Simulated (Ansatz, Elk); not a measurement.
# Bonding as seen by X-rays: LaSi2Ru2C

The structure of LaSi2Ru2C used here is made up (a known structure type with other elements) and was relaxed beforehand with PBE. The aim is the Fourier transform of its all-electron density, F(hkl), set beside the sum over free spherical atoms that refinements use.

Calculated with Elk 11.2.3 (patched build); DFT, PBE, all-electron APW+lo, Dirac cores, scalar-relativistic bands, static density, no spin.

The structure was built from a prototype and need not be the compound's stable phase.

### Step 1. The starting structure

The structure is tetragonal, space group P4/mmm (No. 123). The conventional cell has a = 4.107 Å, b = 4.107 Å, c = 5.477 Å, α = 90.00°, β = 90.00°, γ = 90.00°. Nearest to La lie 2 C at 2.74 Å and 8 Si at 3.14 Å. Nearest to Ru lie 2 C at 2.05 Å and 4 Si at 2.58 Å. Si has 2 Si at 2.37 to 3.11 Å and 4 Ru at 2.58 Å and 4 La at 3.14 Å nearest. Nearest to C lie 4 Ru at 2.05 Å and 2 La at 2.74 Å. Farther neighbours are not listed.

### Step 2. Ground state and structure factors

An all-electron density is needed, since X-rays see the cores too. Task 0 finds the density and task 195 Fourier-transforms it; tshift is off so that phases refer to the origin typed.

elk.in reads:

```
tasks
  0
  195

xctype
  20

spinpol
  .false.

rgkmax
  7.0

gmaxvr
  14.0

lmaxo
  7

lmaxapw
  8

swidth
  0.002

tshift
  .false.

ramdisk
  .false.

hmaxvr
  5.5

maxscl
  120

epspot
  1e-06

sppath
  './'

avec
  7.76129571742 0.00000000000 -0.00000000000
  0.00000000000 7.76129571742 0.00000000000
  -0.00000000000 0.00000000000 10.34986023139

atoms
  4
  'La.in'
  1
  0.0000000000 0.0000000000 0.5000000000   0.000000 0.000000 0.000000
  'Ru.in'
  2
  -0.0000000000 0.5000000000 -0.0000000000   0.000000 0.000000 0.000000
  0.5000000000 -0.0000000000 -0.0000000000   0.000000 0.000000 0.000000
  'Si.in'
  2
  0.5000000000 0.5000000000 0.2839797030   0.000000 0.000000 0.000000
  0.5000000000 0.5000000000 0.7160202970   0.000000 0.000000 0.000000
  'C.in'
  1
  -0.0000000000 0.0000000000 -0.0000000000   0.000000 0.000000 0.000000

ngridk
  6 6 4
```

Run with:

```sh
$ OMP_NUM_THREADS=4 elk
```

Numbers of over 12 decimals in the logs are rounded to 6 here.

The program printed:

```text
┌─────────────────────────┐
│ Elk code version 11.2.3 │
└─────────────────────────┘

All units are atomic (Hartree, Bohr, etc.)

┌─────────────────────────────────────────────────┐
│ Ground-state run starting from atomic densities │
└─────────────────────────────────────────────────┘

Lattice vectors :
   7.761295717       0.000000000      -0.000000000
   0.000000000       7.761295717       0.000000000
  -0.000000000       0.000000000       10.34986023

Reciprocal lattice vectors :
  0.8095536539      -0.000000000       0.000000000
  -0.000000000      0.8095536539      -0.000000000
   0.000000000      -0.000000000      0.6070792423

Unit cell volume      :    623.4518917
Brillouin zone volume :   0.3978658446

Muffin-tin inner radius fraction :   0.1000000000E-01

Nuclei treated as point charges

Species : 1 (La)
 parameters loaded from : La.in
 name : lanthanum
 nuclear charge    :   -57.00000000
 electronic charge :    57.00000000
 atomic mass :    253209.2366
 muffin-tin radius :    2.800000000
 number of radial points in muffin-tin :   1393
 inner part over the whole radius :   0.9924947902E-02
 number on inner part of muffin-tin    :    996
 approximate nuclear radius :   0.9226798129E-04
 number of mesh points to nuclear radius :    505
 atomic positions (lattice), magnetic fields (Cartesian) :
  1 :   0.00000000  0.00000000  0.50000000    0.00000000  0.00000000  0.00000000

Species : 2 (Ru)
 parameters loaded from : Ru.in
 name : ruthenium
 nuclear charge    :   -44.00000000
 electronic charge :    44.00000000
 atomic mass :    184239.3393
 muffin-tin radius :    2.263564644
 number of radial points in muffin-tin :   1193
 inner part over the whole radius :   0.9965387204E-02
 number on inner part of muffin-tin    :    846
 approximate nuclear radius :   0.8462081736E-04
 number of mesh points to nuclear radius :    425
 atomic positions (lattice), magnetic fields (Cartesian) :
  1 :   0.00000000  0.50000000  0.00000000    0.00000000  0.00000000  0.00000000
  2 :   0.50000000  0.00000000  0.00000000    0.00000000  0.00000000  0.00000000

Species : 3 (Si)
 parameters loaded from : Si.in
 name : silicon
 nuclear charge    :   -14.00000000
 electronic charge :    14.00000000
 atomic mass :    51196.73458
 muffin-tin radius :    2.200000000
 number of radial points in muffin-tin :    793
 inner part over the whole radius :   0.9899632250E-02
 number on inner part of muffin-tin    :    553
 approximate nuclear radius :   0.5963282101E-04
 number of mesh points to nuclear radius :    246
 atomic positions (lattice), magnetic fields (Cartesian) :
  1 :   0.50000000  0.50000000  0.28397970    0.00000000  0.00000000  0.00000000
  2 :   0.50000000  0.50000000 -0.28397970    0.00000000  0.00000000  0.00000000

Species : 4 (C)
 parameters loaded from : C.in
 name : carbon
 nuclear charge    :   -6.000000000
 electronic charge :    6.000000000
 atomic mass :    21894.16674
 muffin-tin radius :    1.567083215
 number of radial points in muffin-tin :    593
 inner part over the whole radius :   0.9864291792E-02
 number on inner part of muffin-tin    :    404
 approximate nuclear radius :   0.4747601631E-04
 number of mesh points to nuclear radius :    167
 atomic positions (lattice), magnetic fields (Cartesian) :
  1 :   0.00000000  0.00000000  0.00000000    0.00000000  0.00000000  0.00000000

Total number of atoms per unit cell :    6
Total muffin-tin volume :    294.4389828
 ratio of muffin-tin to unit cell volume :   0.4722721781

Spin treatment :
 spin-unpolarised

Number of Bravais lattice symmetries :   16
Number of crystal symmetries         :   16
Crystal has inversion symmetry
Real symmetric eigensolver will be used

k-point grid :      6     6     4
k-point offset :    0.000000000       0.000000000       0.000000000
k-point set is reduced with full crystal symmetry group
Total number of k-points :       30

Muffin-tin radius times maximum |G+k| :    7.000000000
 using average radius
[...]
total energy                :     -18181.363580484

Density of states at Fermi energy :    109.1523548
 (states/Hartree/unit cell)

Estimated indirect band gap :   0.1874277327E-02
 from k-point 15 to k-point 8
Estimated direct band gap   :   0.1016254718E-01
 at k-point 3

Charges :
 core                        :    124.0000000
 valence                     :    55.00000000
 interstitial                :    12.19641743
 muffin-tins (core leakage)
  species : 1 (La)
[...]
species : 2 (Ru)
[...]
species : 3 (Si)
[...]
species : 4 (C)
[...]
total in muffin-tins        :    166.8035826
 total calculated charge     :    178.9959178
 total charge                :    179.0000000
 error                       :   0.4082182622E-02

RMS change in Kohn-Sham potential (target) :    1.171415843     (  0.1000000000E-05)
Absolute change in total energy (target)   :   0.5969777453     (  0.1000000000E-03)

[... loops 3 to 18 left out ...]

┌──────────────────┐
│ Loop number : 19 │
└──────────────────┘

Energies :
 Fermi                       :     0.418700
 sum of occupied eigenvalues :     -10967.045065349
 electron kinetic            :      19143.379497268
 core electron kinetic       :      18811.134224994
 Coulomb                     :     -36803.878136776
 Coulomb potential           :     -29433.689843307
 nuclear-nuclear             :     -1983.6699104445
 electron-nuclear            :     -40250.499238375
 Hartree                     :      5430.2910120439
 Madelung                    :     -22087.033215123
 xc potential                :     -676.73471931044
 exchange                    :     -509.92400260119
 correlation                 :     -9.186929
 electron entropic           :    -0.13253171925155E-02
 total energy                :     -18179.610896902

Density of states at Fermi energy :    100.6085488
 (states/Hartree/unit cell)

Estimated indirect band gap :   0.2039050030E-02
 from k-point 15 to k-point 23
Estimated direct band gap   :   0.5837704109E-02
 at k-point 15

Charges :
 core                        :    124.0000000
 valence                     :    55.00000000
 interstitial                :    11.28732375
 muffin-tins (core leakage)
  species : 1 (La)
[...]
species : 2 (Ru)
[...]
species : 3 (Si)
[...]
species : 4 (C)
[...]
total in muffin-tins        :    167.7126762
 total calculated charge     :    178.9962980
 total charge                :    179.0000000
 error                       :   0.3702007616E-02

RMS change in Kohn-Sham potential (target) :   0.5845987975E-06 (  0.1000000000E-05)
Absolute change in total energy (target)   :   0.5047037484E-04 (  0.1000000000E-03)

Convergence targets achieved

┌──────────────────┐
│ Loop number : 20 │
└──────────────────┘

Energies :
 Fermi                       :     0.418700
 sum of occupied eigenvalues :     -10967.045057765
 electron kinetic            :      19143.379516259
 core electron kinetic       :      18811.134226349
 Coulomb                     :     -36803.878154132
 Coulomb potential           :     -29433.689813951
 nuclear-nuclear             :     -1983.6699104445
 electron-nuclear            :     -40250.499302610
 Hartree                     :      5430.2910589221
 Madelung                    :     -22087.033247157
 xc potential                :     -676.73476007292
 exchange                    :     -509.92400411891
 correlation                 :     -9.186929
 electron entropic           :    -0.13253181096696E-02
 total energy                :     -18179.610896783

Density of states at Fermi energy :    100.6086182
 (states/Hartree/unit cell)

Estimated indirect band gap :   0.2038980755E-02
 from k-point 15 to k-point 23
Estimated direct band gap   :   0.5837672468E-02
 at k-point 15

Charges :
 core                        :    124.0000000
 valence                     :    55.00000000
 interstitial                :    11.28732256
 muffin-tins (core leakage)
  species : 1 (La)
[...]
species : 2 (Ru)
[...]
species : 3 (Si)
   atom 1                    :    12.26785750     (  0.1342352207E-02)
   atom 2                    :    12.26785750     (  0.1342352207E-02)
  species : 4 (C)
   atom 1                    :    4.547752499     (  0.2764755258E-04)
 total in muffin-tins        :    167.7126774
 total calculated charge     :    178.9962980
 total charge                :    179.0000000
 error                       :   0.3702007794E-02

┌──────────────────────────────┐
│ Self-consistent loop stopped │
└──────────────────────────────┘

Warning : core states of species 1 leak from the muffin-tin :   0.2205375217E-03

Warning : core states of species 3 leak from the muffin-tin :   0.1342352207E-02

Wrote STATE.OUT
```

Elapsed: 35 s, on 4 threads of Intel Xeon Platinum 8488C (Sapphire Rapids), shared host; peak memory 0.25 GiB.

SFACRHO.OUT:

```text

h k l indices transformed by vhmat matrix:
   1.000000000       0.000000000       0.000000000    
   0.000000000       1.000000000       0.000000000    
   0.000000000       0.000000000       1.000000000    

      h      k      l  multipl.   |H|            Re(F)            Im(F)           |F|

      0      0      0      1   0.0000000       179.00000      0.98534962E-17   179.00000    
      0      0     -1      2  0.60707924       29.639924     -0.64850591E-14   29.639924    
      0     -1      0      4  0.80955365       32.260042     -0.69848364E-14   32.260042    
      0     -1     -1      8   1.0118905      -39.359340     -0.10802097E-13   39.359340    
      1     -1      0      4   1.1448818      -1.3593658     -0.34650715E-14   1.3593658    
      0      0      2      2   1.2141585       103.58640     -0.11911506E-13   103.58640    
      1     -1      1      8   1.2958779      -116.23940      0.64988460E-14   116.23940    
      1      0      2      8   1.4593005       64.263112     -0.59538135E-14   64.263112    
     -2      0      0      4   1.6191073       128.46003      0.12358130E-13   128.46003    
      1     -1      2      8   1.6688125      -34.969439     -0.70278941E-14   34.969439    
      2      0     -1      8   1.7291772       21.099980     -0.11883234E-13   21.099980    
     -1     -2      0      8   1.8102170       26.646396     -0.23254071E-14   26.646396    
      0      0     -3      2   1.8212377       33.778454     -0.16200475E-13   33.778454    
     -1      2     -1     16   1.9093011      -33.708412     -0.16246665E-13   33.708412    
      1      0     -3      8   1.9930589      -46.417799     -0.11869907E-13   46.417799    
      0      2     -2      8   2.0237809       85.885991      0.26825675E-14   85.885991    
     -1      1      3      8   2.1511999      -83.596554      0.17282699E-13   83.596554    
      2     -1     -2     16   2.1796941       54.447865     -0.10260451E-13   54.447865
```

Elk indexes on the primitive cell of elk.in and gives |H| = 4π sin θ/λ in inverse bohr. Below, one row stands for each form hkl of the conventional cell (m members, Friedel mates merged), F is for one primitive cell and the density is static (no thermal factor). Free-atom factors are Waasmaier and Kirfel's, and R is Σm||F|−|F'||/Σm|F|. Elk warned that it couldn't find a linearisation energy, which lowers the accuracy of some states in this run and its variants.

```csv
hkl,m,sin θ/λ (Å⁻¹),"abs F, DFT",neutral atoms,diff.
001,2,0.091,29.640,29.852,-0.212
100,4,0.122,32.260,32.182,+0.078
101,8,0.152,39.359,39.564,-0.205
110,4,0.172,1.359,1.858,-0.499
002,2,0.183,103.586,104.083,-0.497
111,8,0.195,116.239,116.821,-0.582
102,8,0.219,64.263,64.251,+0.012
200,4,0.243,128.460,128.783,-0.323
112,8,0.251,34.969,35.768,-0.798
201,8,0.260,21.100,21.359,-0.259
210,8,0.272,26.646,26.350,+0.296
003,2,0.274,33.779,34.542,-0.764
211,16,0.287,33.708,33.745,-0.037
103,8,0.300,46.418,46.544,-0.126
202,8,0.304,85.886,85.860,+0.026
113,8,0.324,83.597,83.691,-0.095
212,16,0.328,54.448,54.469,-0.022
220,4,0.344,110.356,110.438,-0.082
221,8,0.356,17.357,17.375,-0.018
004,2,0.365,101.971,102.059,-0.088
300,4,0.365,22.814,22.944,-0.129
203,8,0.366,29.270,29.219,+0.051
```

### Step 3. The highest occupied states alone

An energy window below the Fermi level keeps the highest occupied states, to see at which angles they scatter; shallow core shells can lie inside it and anion s states outside. No new self-consistency is needed.

elk.in: that of step 2 with these lines changed.

```diff
@@ -1,3 +1,2 @@
 tasks
-  0
   195
@@ -40,2 +39,5 @@
 
+wsfac
+  -0.132540 0.718700
+
 sppath
```

Run with:

```sh
$ OMP_NUM_THREADS=4 elk
```

The program printed:

```text
┌─────────────────────────────────┐
│ Elk code version 11.2.3 started │
└─────────────────────────────────┘

Info(readinput): the functional depends on the density's gradient
 muffin-tin radial points multiplied by    2.00000
 (not where nrmtscf is given)

┌────────────────────┐
│ Current task : 195 │
└────────────────────┘
Info(checkmt): changed muffin-tin radius of species 2 (Ru) from   2.6000 to   2.2636
Info(checkmt): changed muffin-tin radius of species 4 (C) from   1.8000 to   1.5671

Warning(linengy): could not find 1 linearisation energies in s.c. loop 1

Info(sfacrho): density structure factors written to SFACRHO.OUT

 Energy window :  -0.1325400000      0.7187000000

┌──────────────────┐
│ Elk code stopped │
└──────────────────┘
```

Run time: 9.3 s. Hardware: 4 threads; peak memory 0.16 GiB.

States within 15 eV below the Fermi level hold 31.00 electrons; any levels below the window count with the cores. Their amplitudes can exceed the total, where window and core parts have opposite phase:

```csv
hkl,sin θ/λ (Å⁻¹),"abs F, window","abs F, all"
001,0.091,12.928,29.640
100,0.122,0.226,32.260
101,0.152,2.576,39.359
110,0.172,2.635,1.359
002,0.183,6.737,103.586
111,0.195,4.075,116.239
102,0.219,2.068,64.263
200,0.243,4.878,128.460
112,0.251,1.692,34.969
201,0.260,3.640,21.100
```

### Step 4. Another functional

The difference from free atoms is small, so it is set against the change that LDA (Perdew-Wang) makes.

elk.in: that of step 3 with these lines changed.

```diff
@@ -1,2 +1,3 @@
 tasks
+  0
   195
@@ -4,3 +5,3 @@
 xctype
-  20
+  3
 
@@ -39,5 +40,2 @@
 
-wsfac
-  -0.132540 0.718700
-
 sppath
```

Run with:

```sh
$ OMP_NUM_THREADS=4 elk
```

The program printed:

```text
┌─────────────────────────┐
│ Elk code version 11.2.3 │
└─────────────────────────┘

All units are atomic (Hartree, Bohr, etc.)

┌─────────────────────────────────────────────────┐
│ Ground-state run starting from atomic densities │
└─────────────────────────────────────────────────┘

Lattice vectors :
   7.761295717       0.000000000      -0.000000000
   0.000000000       7.761295717       0.000000000
  -0.000000000       0.000000000       10.34986023

Reciprocal lattice vectors :
  0.8095536539      -0.000000000       0.000000000
[...]
atom 2                    :    12.27777353     (  0.1369101070E-02)
  species : 4 (C)
   atom 1                    :    4.538907380     (  0.2603789165E-04)
 total in muffin-tins        :    167.7454684
 total calculated charge     :    178.9962374
 total charge                :    179.0000000
 error                       :   0.3762641643E-02

┌──────────────────────────────┐
│ Self-consistent loop stopped │
└──────────────────────────────┘

Warning : core states of species 1 leak from the muffin-tin :   0.2209844202E-03

Warning : core states of species 3 leak from the muffin-tin :   0.1369101070E-02

Wrote STATE.OUT
[key lines of the parts left out:]
total energy                :     -18162.098721383
```

Wall time 31 s (4 threads); peak memory 0.19 GiB.

Against the first run R = 0.04 %; the largest change is +0.050 at 330.

### Step 5. A coarser k-mesh

About half the k-points along each axis test the sampling.

elk.in: that of step 4 with these lines changed.

```diff
@@ -5,3 +5,3 @@
 xctype
-  3
+  20
 
@@ -66,2 +66,2 @@
 ngridk
-  6 6 4
+  3 3 2
```

Run with:

```sh
$ OMP_NUM_THREADS=4 elk
```

The program printed:

```text
┌─────────────────────────┐
│ Elk code version 11.2.3 │
└─────────────────────────┘

All units are atomic (Hartree, Bohr, etc.)

┌─────────────────────────────────────────────────┐
│ Ground-state run starting from atomic densities │
└─────────────────────────────────────────────────┘

Lattice vectors :
   7.761295717       0.000000000      -0.000000000
   0.000000000       7.761295717       0.000000000
  -0.000000000       0.000000000       10.34986023

Reciprocal lattice vectors :
  0.8095536539      -0.000000000       0.000000000
[...]
atom 2                    :    12.27231860     (  0.1343883703E-02)
  species : 4 (C)
   atom 1                    :    4.543317619     (  0.2762972297E-04)
 total in muffin-tins        :    167.7291895
 total calculated charge     :    178.9964312
 total charge                :    179.0000000
 error                       :   0.3568797635E-02

┌──────────────────────────────┐
│ Self-consistent loop stopped │
└──────────────────────────────┘

Warning : core states of species 1 leak from the muffin-tin :   0.2204094695E-03

Warning : core states of species 3 leak from the muffin-tin :   0.1343883703E-02

Wrote STATE.OUT
[key lines of the parts left out:]
total energy                :     -18179.607056462
```

Wall time 20 s (4 threads); peak memory 0.25 GiB.

Against the first run R = 0.02 %; the largest change is +0.077 at 003.

### Step 6. Settings against the effect

```csv
run,R against the first run (%),"R against neutral atoms, low angle (%)",wall time
"PBE, rgkmax 7",0.00,0.59,35 s
LDA (Perdew-Wang),0.04,0.59,31 s
k-mesh 3×3×2,0.02,0.58,20 s
```

### Step 7. Results

| Property | Result |
| --- | --- |
| R against neutral atoms, sin θ/λ < 0.3 Å⁻¹ | 0.59 % |
| R against neutral atoms, 0.3 to 0.79 Å⁻¹ | 0.22 % |

In words: Independent neutral atoms miss the calculated amplitudes by R = 0.59 % below 0.3 Å⁻¹ and 0.22 % from there to 0.79 Å⁻¹; by shells, 0.39 % below 0.15 Å⁻¹ (2 forms), 0.60 % 0.15 to 0.3 (12 forms), 0.29 % 0.3 to 0.45 (21 forms), 0.20 % above 0.45 (114 forms). Bonding, aspherical density and the tables' own atoms all enter these figures, and the runs don't part them. The largest change of an amplitude is -0.80 electrons, at 112. Weak lines can change much in proportion: 310 goes from 0.83 to 1.20. The window's part falls from 31.0 electrons at the origin to at most 0.41 between 0.45 and 0.79 Å⁻¹. Below 0.3 Å⁻¹ the changes that finished (LDA (Perdew-Wang) and k-mesh 3×3×2) move F by R = 0.02 % at most, against the 0.59 % that separates it from free atoms. The basis has no finished test. These runs have no spin, though d or f shells may be open. Part of the difference isn't bonding: the tables are fits to free atoms and ions calculated by other methods than this functional. Thermal motion, anomalous dispersion and extinction are left out.

[Logs are printed without paths, hosts, clocks, repeated set-up lines and the standing remarks that a program may print on its own settings, such as how far it seeks lower states.]

[Hosts, paths, dates, database ids (printed as entryN), source tags and the programs' standing remarks are cut or masked in the printed files.]
